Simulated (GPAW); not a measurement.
## BN in line between two Sb chains: transmission at several levels: potential alignment off

GPAW 26.7.0; GPAW LCAO, PAW setups; Landauer transmission from Green's functions with principal layers (ASE), zero bias.

Without the shift, lead and junction are matched by their Fermi levels alone.

Input file run.py:

```python
import json
import numpy as np
from ase import Atoms
from ase.transport.calculators import TransportCalculator
from gpaw import GPAW, FermiDirac
from gpaw.lcao.tools import get_lcao_hamiltonian
from scipy.linalg import eigh

# The junction with lead layers at both ends, along the third cell vector
device = Atoms(
    ['Sb', 'Sb', 'Sb', 'Sb', 'B', 'N', 'Sb', 'Sb', 'Sb', 'Sb'],
    positions=[
        [4.50000, 4.50000, 1.37500],
        [4.50000, 4.50000, 4.12500],
        [4.50000, 4.50000, 6.87500],
        [4.50000, 4.50000, 9.62500],
        [4.50000, 4.50000, 11.77410],
        [4.50000, 4.50000, 13.05410],
        [4.50000, 4.50000, 15.00000],
        [4.50000, 4.50000, 17.75000],
        [4.50000, 4.50000, 20.50000],
        [4.50000, 4.50000, 23.25000]],
    cell=[[9.0, 0.0, 0.0], [0.0, 9.0, 0.0], [0.0, 0.0, 24.625]],
    pbc=True)

# One principal layer of the lead: the first 2 atoms of the device
lead = Atoms(
    ['Sb', 'Sb'],
    positions=[
        [4.50000, 4.50000, 1.37500],
        [4.50000, 4.50000, 4.12500]],
    cell=[[9.0, 0.0, 0.0], [0.0, 9.0, 0.0], [0.0, 0.0, 5.5]],
    pbc=True)

settings = dict(mode='lcao', basis='dzp', xc='PBE', h=0.18,
                occupations=FermiDirac(0.1), maxiter=250,
                mixer=dict(beta=0.1, nmaxold=8, weight=100.0),
                convergence=dict(density=0.0001))
energies = np.arange(-2, 2 + 1e-9, 0.05)
eta = 0.0001
n1, n2 = 1, 1
# k and -k transmit alike, so half of the mesh across the current serves
mesh = [(i, j) for i in range(n1) for j in range(n2) if (i, j) <= (-i % n1, -j % n2)]
weights = np.array([1 if (i, j) == (-i % n1, -j % n2) else 2 for i, j in mesh]) / (n1 * n2)

# [... helper functions left out ...]
fermi_lead = ground_state(lead, (1, 1, 20), 'lead.txt')
fermi_device = ground_state(device, (1, 1, 3), 'device.txt')
# [... loop over the mesh left out, but for ...]
        # Lead and device are aligned by their Fermi levels alone
        shift = 0.0
# [...]
kT = 8.617333e-5 * 300
bias = [0.1, 0.2, 0.5, 1.0, 1.5, 2.0]
# [... integrals and printing left out ...]
```

Command:

```console
$ OMP_NUM_THREADS=1 OPENBLAS_NUM_THREADS=1 python run.py
```

Before running it: what should come out for the conductance; and current through one cell, from the zero-bias transmission against bias?

Each channel passes at most one electron wave, so a value between whole numbers means that at least one channel is partly reflected. Current over bias at the lowest bias computed gives the conductance there: 116 μS, or 1.50 G₀ with G₀ = 2e²/h = 77.5 μS.

Numbers from this step:

| Item | Value |
| --- | --- |
| conductance | 1.501 G₀ |
| largest coupling past the next principal layer | 7.85e-5 eV |
| largest misfit of the first principal layer | 0.06038 eV |
| shift that aligns the lead | 0 eV |
| transmission at the Fermi level (one spin) | 1.504 |

One spin. The transmission, zone mean by energy, zero at the Fermi level:

```csv
energy (eV),"transmission, zone mean"
-2.00,0.0705
-1.90,0.0700
-1.80,0.0695
-1.70,0.0691
-1.55,0.282
-1.45,0.394
-1.35,0.513
-1.25,0.641
-1.15,0.750
-1.05,0.828
-0.90,0.906
-0.80,0.952
-0.70,1.01
-0.60,1.07
-0.50,1.15
-0.40,1.24
-0.25,1.37
-0.15,1.44
-0.05,1.49
0.00,1.50
0.05,1.51
0.10,1.52
0.15,1.52
0.25,1.50
0.40,1.45
0.50,1.40
0.60,1.35
0.70,1.30
0.80,1.25
0.90,1.20
1.05,1.14
1.15,1.10
1.25,1.06
1.35,1.00
1.45,0.925
1.55,0.823
1.70,0.603
1.80,0.417
1.90,0.225
2.00,0.0703
```

Not self-consistent under bias; the bias window is split evenly. The current through one cell, from the zero-bias transmission by bias:

```csv
bias (V),"current through one cell, from the zero-bias transmission (μA)"
0.100,11.6
0.200,23.2
0.500,57.3
1.000,110
1.500,156
2.000,198
```

Transmission of the three most open eigenchannels against energy, zero at the Fermi level:

```csv
energy (eV),channel 1,channel 2,channel 3
-2.00,0.0705,1.3e-12,0
-1.85,0.0698,1.3e-12,0
-1.70,0.0691,2.3e-11,2.3e-11
-1.60,0.0687,1.7e-7,1.7e-7
-1.45,0.163,0.163,0.0682
-1.30,0.255,0.255,0.0677
-1.15,0.341,0.341,0.0674
-1.05,0.381,0.381,0.0672
-0.90,0.419,0.419,0.0670
-0.75,0.455,0.455,0.0670
-0.60,0.503,0.503,0.0670
-0.50,0.544,0.544,0.0670
-0.35,0.610,0.610,0.0672
-0.20,0.670,0.670,0.0675
-0.05,0.711,0.711,0.0677
0.00,0.718,0.718,0.0679
0.05,0.723,0.723,0.0680
0.20,0.722,0.722,0.0683
0.35,0.701,0.701,0.0687
0.50,0.667,0.667,0.0690
0.60,0.641,0.641,0.0692
0.75,0.602,0.602,0.0695
0.90,0.568,0.568,0.0697
1.05,0.536,0.536,0.0699
1.15,0.516,0.516,0.0700
1.30,0.480,0.480,0.0701
1.45,0.428,0.428,0.0702
1.60,0.344,0.344,0.0702
1.70,0.266,0.266,0.0702
1.85,0.125,0.125,0.0702
2.00,0.0703,4.4e-8,4.4e-8
```

[Logs are printed without paths, hosts, clocks, repeated set-up lines and the standing remarks that a program may print on its own settings, such as how far it seeks lower states.]

[Hosts, paths, dates, database ids (printed as entryN), source tags and the programs' standing remarks are cut or masked in the printed files.]
